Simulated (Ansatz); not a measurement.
# linear Ir chain under tension and compression

Does stretching change the magnetism or the channel count of the linear Ir chain?

Program: Ansatz 0.2.0. Level of theory: DFT PBE, plane waves, PAW; relaxation of a chain's period, in the first sound run; inputs show where later runs differ. Results are calculated unless marked as measured.

## Step 1: Starting point

The cell holds 1 atom: 1 Ir. Its edges and angles: a = 7.500 Å, b = 7.500 Å, c = 2.623 Å, α = 90.0°, β = 90.0°, γ = 90.0°. Vacuum lies along a and b. The structure's axis is c.

Coordinates:

```cif
data_structure
_symmetry_space_group_name_H-M 'P 1'
_symmetry_Int_Tables_number 1
_cell_length_a 7.5000
_cell_length_b 7.5000
_cell_length_c 2.6226
_cell_angle_alpha 90.000
_cell_angle_beta 90.000
_cell_angle_gamma 90.000
_cell_volume 147.52
loop_
_atom_site_label
_atom_site_type_symbol
_atom_site_fract_x
_atom_site_fract_y
_atom_site_fract_z
_atom_site_occupancy
Ir1 Ir 0.50000 0.50000 0.00000 1
```

## Step 2: Relaxation of atoms and period

Band widths follow the bond lengths, so the chain is relaxed first. The atoms and the third cell vector are free; the box across stays fixed as vacuum. Moments are seeded so that a magnetic state can form if it lies lower. A Fermi-Dirac smearing is set since the result may be a metal. The pressure printed is a third of the stress's trace over the whole box, vacuum included; only the stress along the axis is relaxed.

Contents of input.yaml:

```yaml
crystal:
  lattice:
    - [7.5, 0.0, 0.0]
    - [0.0, 7.5, 0.0]
    - [0.0, 0.0, 2.6226]
  atoms:
    - { symbol: Ir, position: [0.5, 0.5, 0.0], spin: 1.0 }
magnetization:
  spin_polarized: true
kpoints:
  mp_grid: { grid: [1, 1, 31] }
scf:
  occupations: { method: fermi_dirac, width: 0.05 }
hamiltonian:
  xc: pbe
relax:
  cell: { fix: [a, b, alpha, beta, gamma] }
  max_steps: 60
```

On the command line:

```sh
$ ansatz run input.yaml --threads 4 --pin off --max-ram 8192MiB --backend cpu --events-out ev --progress --plain --runs-dir out
```

Numbers of over 12 decimals in the logs are rounded to 6 here.

What it wrote:

```text
Engine: ansatz 0.2.0, aarch64-unknown-linux-gnu
Pseudopotentials: kind: paw
Pseudopotential: Ir, paw, valence charge 17, recommended cutoff 420 eV (normal), Ir.paw.azcp
Functional definition: PBE
  parameter kappa = 0.804
  parameter beta = 0.066725
  exchange = pbe_x(kappa = kappa, mu = beta*pi^2/3)
  correlation = pbe_c(beta = beta)
Crystal: 1 atoms, lattice volume = 147.521 Å³
Basis set: ecut = 420 eV, 2913 PW (Γ), exchange–correlation on 108×108×36 points (8 copies of the dense FFT grid, shifted against one another)
Bands: 13, of which v1, the nominal top of the filled ones, is band 9 counted from 1 (8 counted from 0)
Symmetry: 16 space group operations
Space group: P4/mmm (ITA 123), of the structure as read, at distance tolerance 5.3e-5 Å
Magnetic group: BNS 123.339 (UNI 999), of the structure as read, at distance tolerance 5.3e-5 Å
k-points: 16 of 31
Non-local potential: Ir, projectors of the file, l = 0: 3, l = 1: 2, l = 2: 2, l = 3: 1
PAW form: soft (Blöchl's): semilocal exchange-correlation on the pseudo side does not see the compensation charge
PAW one-centre angular grid: Ir, 590 points (default); XC on 64 Gauss nodes
Initial density: superposition of atomic densities (neutral atoms: chi_scale 0, normalization atom)
Starting moments: Σ|m| = 1 μB on 1 of 1 site
Initial wavefunctions: pseudopotential atomic-orbital guess
Functional: x = pbe(κ = 0.804, μ = 0.219515), c = pbe(β = 0.066725)
iter 1 solved again at ethr=6.15e-4 eV; its pass at ethr=3.10e-3 eV (dr2=1.05e-1 eV) is discarded
SCF iter   1: F=—  HF=-11930.440813 eV  |F-HF|=—  |Δ(HF+E_count)|=         —  Δρ=1.15e-2 (↑1.15e-2 ↓5.69e-3)  dr2=1.06e-1  dr2_m=7.71e-2  M=1.177 μB ∫|m|=1.178 μB  β_m=0.30  ethr=6.15e-4  ⟨swp⟩=1.0  Hψ=2943  notcnv=0
Mixer restart at iter 1: flushing history
preconditioner: auto → LDOS  [metal: Δε(μ)=0.055 eV  Ē_g=5.751 eV  σ=0.050 eV  W_gap=0.27  n_scr=20 (ndim 8)  ℏωp=9.2 eV  f_vac=0.678  D(μ)=3.57/eV (n_scr^D=20)]
spin=Collinear: LDOS preconditioning applied to the charge; magnetization (m = ρ↑ − ρ↓) channel mixes plain (no charge-response kernel on spin).
SCF iter   2: F=—  HF=-11930.638193 eV  |F-HF|=—  |Δ(HF+E_count)|=         —  Δρ=9.53e-3 (↑9.53e-3 ↓7.06e-3)  dr2=3.81e-2  dr2_m=8.22e-2  M=1.491 μB ∫|m|=1.492 μB  β_m=0.30  ethr=6.15e-4  ⟨swp⟩=2.2  Hψ=569  notcnv=0
Mixer restart at iter 2: flushing history
SCF iter   3: F=—  HF=-11930.709391 eV  |F-HF|=—  |Δ(HF+E_count)|=   7.12e-2  Δρ=6.80e-3 (↑6.80e-3 ↓5.52e-3)  dr2=1.62e-2  dr2_m=4.60e-2  M=1.531 μB ∫|m|=1.532 μB  β_m=0.65  ethr=2.24e-4  ⟨swp⟩=2.5  Hψ=640  notcnv=0
SCF iter   4: F=—  HF=-11930.789021 eV  |F-HF|=—  |Δ(HF+E_count)|=   7.96e-2  Δρ=8.10e-4 (↑8.02e-4 ↓8.10e-4)  dr2=8.45e-4  dr2_m=3.66e-4  M=1.599 μB ∫|m|=1.601 μB  β_m=0.71  ethr=9.51e-5  ⟨swp⟩=2.7  Hψ=870  notcnv=0
SCF iter   5: F=—  HF=-11930.790145 eV  |F-HF|=—  |Δ(HF+E_count)|=   1.12e-3  Δρ=3.13e-4 (↑2.55e-4 ↓3.13e-4)  dr2=2.02e-4  dr2_m=4.57e-5  M=1.602 μB ∫|m|=1.604 μB  β_m=0.82  ethr=4.97e-6  ⟨swp⟩=2.2  Hψ=840  notcnv=0
SCF iter   6: F=—  HF=-11930.790315 eV  |F-HF|=—  |Δ(HF+E_count)|=   1.71e-4  Δρ=6.15e-5 (↑6.15e-5 ↓4.67e-5)  dr2=5.59e-6  dr2_m=1.80e-6  M=1.601 μB ∫|m|=1.603 μB  β_m=0.81  ethr=1.19e-6  ⟨swp⟩=2.0  Hψ=665  notcnv=0
SCF iter   7: F=—  HF=-11930.790319 eV  |F-HF|=—  |Δ(HF+E_count)|=   3.26e-6  Δρ=3.18e-5 (↑1.83e-5 ↓3.18e-5)  dr2=1.65e-6  dr2_m=3.71e-7  M=1.602 μB ∫|m|=1.604 μB  β_m=0.89  ethr=3.29e-8  ⟨swp⟩=2.2  Hψ=645  notcnv=0
SCF iter   8: F=—  HF=-11930.790321 eV  |F-HF|=—  |Δ(HF+E_count)|=   2.03e-6  Δρ=6.66e-6 (↑6.66e-6 ↓6.48e-6)  dr2=5.21e-8  dr2_m=3.92e-8  M=1.602 μB ∫|m|=1.604 μB  β_m=0.87  ethr=9.72e-9  ⟨swp⟩=2.5  Hψ=746  notcnv=0
SCF iter   9: F=—  HF=-11930.790321 eV  |F-HF|=—  |Δ(HF+E_count)|=   1.42e-7  Δρ=4.58e-6 (↑2.83e-6 ↓4.58e-6)  dr2=2.74e-8  dr2_m=1.20e-8  M=1.602 μB ∫|m|=1.604 μB  β_m=0.94  ethr=3.06e-10  ⟨swp⟩=2.3  Hψ=611  notcnv=0
SCF iter  10: F=-11930.790321 eV  HF=-11930.790321 eV  |F-HF|=2.31e-10  |Δ(HF+E_count)|=   1.74e-8  Δρ=1.59e-6 (↑4.83e-7 ↓1.59e-6)  dr2=1.67e-9  dr2_m=1.06e-9  M=1.602 μB ∫|m|=1.604 μB  ethr=1.61e-10  ⟨swp⟩=2.0  Hψ=1367  notcnv=0
SCF 1 converged in 10 iterations: F = -11930.790321 eV  dr2 = 1.67e-9
  greatest PAW one-centre occupation: 1.001 electrons in one spin orbital (limit 2), on the Ir atom at site 0 (counted from 0), in its partial waves of l = 1
relax step   1: F+E_penalty+E_count = -11930.79032094 eV  Δ(F+E_penalty+E_count) = +0.000e0 eV  max|allowed force component| = 0.000e0 eV/Å  Δτ_max = 0.0000 Å  P = -2.872 GPa  Ω = 147.521 Å³  fix = [a, b, alpha, beta, gamma]  reactions: a -0.122, b -0.122 GPa  (10 SCF iters, dr2 threshold 1.00e-7 eV, accepted)
Crystal: 1 atoms, lattice volume = 140.330 Å³
Basis set: ecut = 420 eV, 2745 PW (Γ), exchange–correlation on 108×108×36 points (8 copies of the dense FFT grid, shifted against one another)
Initial density: handed on by an earlier stage of this run
Starting moments: Σ|m| = 1 μB on 1 of 1 site; this step starts from the density that it was given
Initial wavefunctions: those handed on with the density
iter 1 solved again at ethr=2.00e-5 eV; its pass at ethr=3.10e-3 eV (dr2=3.40e-3 eV) is discarded
SCF iter   1: F=—  HF=-11931.154228 eV  |F-HF|=—  |Δ(HF+E_count)|=         —  Δρ=4.88e-3 (↑4.88e-3 ↓3.80e-3)  dr2=3.35e-3  dr2_m=2.23e-2  M=1.307 μB ∫|m|=1.310 μB  β_m=0.30  ethr=2.00e-5  ⟨swp⟩=1.5  Hψ=3061  notcnv=0
preconditioner: auto → LDOS  [metal: Δε(μ)=0.053 eV  Ē_g=6.276 eV  σ=0.050 eV  W_gap=0.26  n_scr=20 (ndim 8)  ℏωp=9.4 eV  f_vac=0.691  D(μ)=2.76/eV (n_scr^D=20)]
spin=Collinear: LDOS preconditioning applied to the charge; magnetization (m = ρ↑ − ρ↓) channel mixes plain (no charge-response kernel on spin).
SCF iter   2: F=—  HF=-11931.152898 eV  |F-HF|=—  |Δ(HF+E_count)|=   1.33e-3  Δρ=3.63e-3 (↑3.63e-3 ↓3.07e-3)  dr2=1.39e-3  dr2_m=1.35e-2  M=1.281 μB ∫|m|=1.285 μB  β_m=0.65  ethr=1.97e-5  ⟨swp⟩=1.9  Hψ=445  notcnv=0
SCF iter   3: F=—  HF=-11931.153754 eV  |F-HF|=—  |Δ(HF+E_count)|=   8.56e-4  Δρ=9.23e-4 (↑9.23e-4 ↓6.36e-4)  dr2=1.32e-4  dr2_m=7.14e-4  M=1.177 μB ∫|m|=1.182 μB  β_m=0.80  ethr=8.19e-6  ⟨swp⟩=2.0  Hψ=810  notcnv=0
SCF iter   4: F=—  HF=-11931.154513 eV  |F-HF|=—  |Δ(HF+E_count)|=   7.59e-4  Δρ=5.34e-4 (↑5.34e-4 ↓4.58e-4)  dr2=6.23e-5  dr2_m=2.68e-4  M=1.136 μB ∫|m|=1.141 μB  β_m=0.90  ethr=7.74e-7  ⟨swp⟩=2.0  Hψ=756  notcnv=0
SCF iter   5: F=—  HF=-11931.155302 eV  |F-HF|=—  |Δ(HF+E_count)|=   7.89e-4  Δρ=6.53e-5 (↑6.53e-5 ↓4.99e-5)  dr2=6.46e-6  dr2_m=2.83e-6  M=1.067 μB ∫|m|=1.071 μB  β_m=0.87  ethr=3.66e-7  ⟨swp⟩=2.9  Hψ=877  notcnv=0
[...]
SCF iter   6: F=—  HF=-11931.440609 eV  |F-HF|=—  |Δ(HF+E_count)|=   5.69e-6  Δρ=1.71e-5 (↑1.66e-5 ↓1.71e-5)  dr2=3.00e-7  dr2_m=2.36e-7  M=0.737 μB ∫|m|=0.739 μB  β_m=0.88  ethr=8.64e-9  ⟨swp⟩=2.0  Hψ=693  notcnv=0
SCF iter   7: F=—  HF=-11931.440609 eV  |F-HF|=—  |Δ(HF+E_count)|=   8.27e-7  Δρ=3.18e-6 (↑2.05e-6 ↓3.18e-6)  dr2=1.87e-8  dr2_m=1.99e-9  M=0.736 μB ∫|m|=0.738 μB  β_m=0.81  ethr=1.77e-9  ⟨swp⟩=2.0  Hψ=721  notcnv=0
iter 8 did not close the SCF: its close was put off for a magnetic moment that had not settled (scf_convergence_deferred on its scf_iter line)
SCF iter   8: F=-11931.440609 eV  HF=-11931.440609 eV  |F-HF|=4.55e-10  |Δ(HF+E_count)|=   7.03e-9  Δρ=1.44e-6 (↑1.02e-6 ↓1.44e-6)  dr2=9.77e-10  dr2_m=1.43e-9  M=0.736 μB ∫|m|=0.738 μB  β_m=0.86  ethr=1.10e-10  ⟨swp⟩=1.9  Hψ=1372  notcnv=0
SCF iter   9: F=-11931.440609 eV  HF=-11931.440609 eV  |F-HF|=4.55e-11  |Δ(HF+E_count)|=   1.06e-9  Δρ=3.28e-7 (↑2.15e-7 ↓3.28e-7)  dr2=6.75e-11  dr2_m=7.28e-11  M=0.736 μB ∫|m|=0.738 μB  ethr=5.75e-12  ⟨swp⟩=1.0  Hψ=1242  notcnv=0
SCF 3 converged in 9 iterations: F = -11931.440609 eV  dr2 = 6.75e-11
  greatest PAW one-centre occupation: 1.000 electrons in one spin orbital (limit 2), on the Ir atom at site 0 (counted from 0), in its partial waves of l = 0
relax step   3: F+E_penalty+E_count = -11931.44060942 eV  Δ(F+E_penalty+E_count) = -2.853e-1 eV  max|allowed force component| = 0.000e0 eV/Å  Δτ_max = 0.0000 Å  P = -1.541 GPa  Ω = 133.138 Å³  energy of the carried Pulay correction = +8.083e-4 eV  fix = [a, b, alpha, beta, gamma]  reactions: a -0.125, b -0.125 GPa  (9 SCF iters, dr2 threshold 1.00e-7 eV, accepted)
[...]
relax step   4: F+E_penalty+E_count = -11931.48858170 eV  Δ(F+E_penalty+E_count) = -4.797e-2 eV  max|allowed force component| = 0.000e0 eV/Å  Δτ_max = 0.0000 Å  P = +0.928 GPa  Ω = 126.069 Å³  energy of the carried Pulay correction = +1.224e-3 eV  fix = [a, b, alpha, beta, gamma]  reactions: a -0.124, b -0.124 GPa  (7 SCF iters, dr2 threshold 1.00e-7 eV, accepted)
[...]
relax step   5: F+E_penalty+E_count = -11931.51010640 eV  Δ(F+E_penalty+E_count) = -2.152e-2 eV  max|allowed force component| = 0.000e0 eV/Å  Δτ_max = 0.0000 Å  P = -0.076 GPa  Ω = 128.419 Å³  energy of the carried Pulay correction = +1.084e-3 eV  fix = [a, b, alpha, beta, gamma]  reactions: a -0.125, b -0.125 GPa  (7 SCF iters, dr2 threshold 1.00e-7 eV, accepted)
Basis set: ecut = 420 eV, 2511 PW (Γ), exchange–correlation on 108×108×32 points (8 copies of the dense FFT grid, shifted against one another)
Initial wavefunctions: pseudopotential atomic-orbital guess (no wavefunctions were taken with the density)
iter 1 solved again at ethr=1.92e-7 eV; its pass at ethr=3.10e-3 eV (dr2=3.26e-5 eV) is discarded
SCF iter   1: F=—  HF=-11931.508400 eV  |F-HF|=—  |Δ(HF+E_count)|=         —  Δρ=1.22e-4 (↑1.22e-4 ↓1.22e-4)  dr2=1.28e-5  dr2_m=1.25e-7  M=0.643 μB ∫|m|=0.644 μB  β_m=0.65  ethr=1.92e-7  ⟨swp⟩=3.6  Hψ=3577  notcnv=0
preconditioner: auto → LDOS  [metal: Δε(μ)=0.077 eV  Ē_g=7.108 eV  σ=0.050 eV  W_gap=0.33  n_scr=8 (ndim 8)  ℏωp=9.8 eV  f_vac=0.698  D(μ)=2.15/eV (n_scr^D=12)]
spin=Collinear: LDOS preconditioning applied to the charge; magnetization (m = ρ↑ − ρ↓) channel mixes plain (no charge-response kernel on spin).
SCF iter   2: F=—  HF=-11931.508403 eV  |F-HF|=—  |Δ(HF+E_count)|=   3.26e-6  Δρ=4.15e-5 (↑4.15e-5 ↓3.98e-5)  dr2=1.01e-6  dr2_m=2.23e-7  M=0.643 μB ∫|m|=0.645 μB  β_m=0.57  ethr=7.52e-8  ⟨swp⟩=2.0  Hψ=676  notcnv=0
SCF iter   3: F=—  HF=-11931.508404 eV  |F-HF|=—  |Δ(HF+E_count)|=   1.21e-6  Δρ=1.47e-5 (↑1.40e-5 ↓1.47e-5)  dr2=1.08e-7  dr2_m=1.23e-7  M=0.644 μB ∫|m|=0.645 μB  β_m=0.78  ethr=5.96e-9  ⟨swp⟩=2.1  Hψ=527  notcnv=0
SCF iter   4: F=—  HF=-11931.508405 eV  |F-HF|=—  |Δ(HF+E_count)|=   1.84e-7  Δρ=4.50e-6 (↑3.27e-6 ↓4.50e-6)  dr2=5.74e-9  dr2_m=1.50e-8  M=0.644 μB ∫|m|=0.645 μB  β_m=0.89  ethr=6.35e-10  ⟨swp⟩=2.4  Hψ=649  notcnv=0
SCF iter   5: F=—  HF=-11931.508405 eV  |F-HF|=—  |Δ(HF+E_count)|=   7.79e-9  Δρ=8.51e-7 (↑8.40e-7 ↓8.51e-7)  dr2=5.47e-10  dr2_m=6.17e-10  M=0.644 μB ∫|m|=0.645 μB  β_m=0.95  ethr=3.38e-11  ⟨swp⟩=2.1  Hψ=677  notcnv=0
SCF iter   6: F=—  HF=-11931.508405 eV  |F-HF|=—  |Δ(HF+E_count)|=   3.08e-8  Δρ=2.03e-7 (↑2.03e-7 ↓1.70e-7)  dr2=8.03e-11  dr2_m=1.02e-11  M=0.644 μB ∫|m|=0.645 μB  β_m=0.91  ethr=3.22e-12  ⟨swp⟩=2.3  Hψ=691  notcnv=0
SCF iter   7: F=—  HF=-11931.508405 eV  |F-HF|=—  |Δ(HF+E_count)|=  1.46e-11  Δρ=3.95e-8 (↑3.95e-8 ↓2.82e-8)  dr2=1.65e-12  dr2_m=9.49e-13  M=0.644 μB ∫|m|=0.645 μB  β_m=0.90  ethr=1.00e-12  ⟨swp⟩=2.2  Hψ=623  notcnv=0
SCF iter   8: F=-11931.508405 eV  HF=-11931.508405 eV  |F-HF|=1.82e-12  |Δ(HF+E_count)|=  5.46e-12  Δρ=6.38e-9 (↑6.38e-9 ↓4.61e-9)  dr2=7.35e-14  dr2_m=1.80e-14  M=0.644 μB ∫|m|=0.645 μB  ethr=1.00e-12  ⟨swp⟩=3.7  Hψ=1518  notcnv=0
SCF 6 converged in 8 iterations: F = -11931.508405 eV  dr2 = 7.35e-14
relax step   6: F+E_penalty+E_count = -11931.50840461 eV  Δ(F+E_penalty+E_count) = +1.702e-3 eV  max|allowed force component| = 0.000e0 eV/Å  Δτ_max = 0.0000 Å  P = -0.076 GPa  Ω = 128.419 Å³  fix = [a, b, alpha, beta, gamma]  reactions: a -0.123, b -0.123 GPa  stress off target by 1.83e-2 GPa on what of the cell is left free  SCF on the basis re-selected at this cell (its energy is not comparable with the rows above)  (8 SCF iters)
basis re-selected at this cell: Δ(F+E_penalty+E_count) = +1.702e-3 eV, ΔP = +0.001 GPa vs the last step (what re-selecting the basis moved, of the pressure what is left beyond the Pulay correction that the steps carried, after the strain that the cell walked since its last selection, with what the two solves' SCF thresholds leave and, on support functions, any second-order correction that the steps lacked; it is no measure of the basis error at this ecutwfc). The dense FFT grid was sized anew with the basis: this SCF ran on 54×54×16 points, the steps before it on 54×54×18, so part of this shift can come from that change (see relax.cell in the input reference). [rest of the remark cut]
SCF converged after 8 iterations
Magnetization: 0.6438 μB (8.8219 up, 8.1781 down)
Absolute magnetization: 0.6454 μB (∫|ρ↑−ρ↓|, with the PAW one-centre terms)
Spin contamination: 0.0010 ħ² per cell (⟨S²⟩ above its minimum at these occupations)
Per-site moments (μB) at R_I (Å): [(0.457000, 0.941738)]
Free energy (F): -11931.508405 eV
Harris-Foulkes:  -11931.508405 eV  (|F-HF|=1.82e-12)
Internal energy: -11931.490863 eV  (E = F + TS)
E sigma→0 (E₀):  -11931.499634 eV
Entropy (-TS):   -0.017542 eV (-17.542 meV/atom)
Fermi energy:    -2.343390 eV
--- Per-component energies (eV) ---
  E_band       = -532.520452
  E_kinetic    = 619.438539
  E_local      = -4713.706470  (includes V_loc(G=0)·N_el)
  E_nonlocal   = 76.732668
  E_hartree    = 2006.269949
  E_xc         = -263.580211
  E_vxc        = -293.911262  (∫ρ·V_xc dr)
  E_paw        = -9224.542459  (= ΣΔE_a)
  E_vpaw       = -233.613875  (= ΣTr[D̂ρ^β])
  E_aug_tail   = 0.000067  (compensation charges beyond the density's cutoff)
  E_ewald      = -432.102947
  E_smearing   = -0.017542  (= −TS)
  E_closure    = 0.000000  (closes the sum)
  Σ components = -11931.508405   (vs F -11931.508405, Δ=0.00e0)
--- Forces (eV/Å), atoms counted from 1 ---
  atom   1  Ir     0.00000000     0.00000000     0.00000000
  max |Σ_I F_I| component: 1.77e-28 eV/Å
--- Stress (GPa, compression-positive) ---
       -0.122554       0.000000       0.000000
        0.000000      -0.122554       0.000000
        0.000000       0.000000       0.018327
  P = ⅓ Tr σ = -0.0756 GPa (-0.756 kbar)
--- Relaxed structure (5 steps of the walk, 5 accepted, 1 SCFs on fresh bases) ---
  F+E_penalty+E_count = -11931.50840461 eV   max|allowed force component| = 0.000e0 eV/Å   (the final SCF, on the basis selected at the relaxed cell)
  cell:  # Å, volume = 128.4188 Å³
    - [7.5, 0.0, 0.0]
    - [0.0, 7.5, 0.0]
    - [0.0, 0.0, 2.283000]
  atoms:
    - { symbol: Ir, position: [0.5, 0.5, 0.0] }
```

Wall time 6.6 s (4 threads of Arm Neoverse V2, shared host); peak memory 0.41 GiB.

Relaxation path:

```csv
step,energy less that of the first step (eV),largest force component (eV/Å),pressure (GPa),volume (Å³)
1,0.0000,0.0000,-2.87,147.52
2,-0.3650,0.0000,-2.65,140.33
3,-0.6503,0.0000,-1.54,133.14
4,-0.6983,0.0000,0.93,126.07
5,-0.7198,0.0000,-0.08,128.42
6*,-0.7181,0.0000,-0.08,128.42
```

Relaxation steps marked * repeat the geometry before them on a plane-wave basis chosen anew for their cell, so energy and pressure can jump there.

```
cell as run  before  after   change
      c (Å)   2.623  2.283  -12.9 %
```

The relaxed structure:

```xyz
1
Lattice="7.5000 0.0000 0.0000 0.0000 7.5000 0.0000 0.0000 0.0000 2.2830" Properties=species:S:1:pos:R:3
Ir    3.7500    3.7500    0.0000
```

Numbers from this step:

```yaml
energy_at_zero_smearing: -11931.4996 eV
total_moment: 0.6438 μB
absolute_moment: 0.6454 μB
cell_length_along_the_wire: 2.283 Å
```

Site moment by atom:

| atom | site moment (μB) |
| --- | --- |
| Ir1 | 0.457 |

The cell's length comes to 2.283 Å with an absolute moment of 0.65 μB a cell. That is -13 % against the start, more than a small adjustment.

The cell shrank by 12.9 % in its periodic edges.

[end of part 1 of 3]

[Logs are printed without paths, hosts, clocks, repeated set-up lines and the standing remarks that a program may print on its own settings, such as how far it seeks lower states.]

[Hosts, paths, dates, database ids (printed as entryN), source tags and the programs' standing remarks are cut or masked in the printed files.]
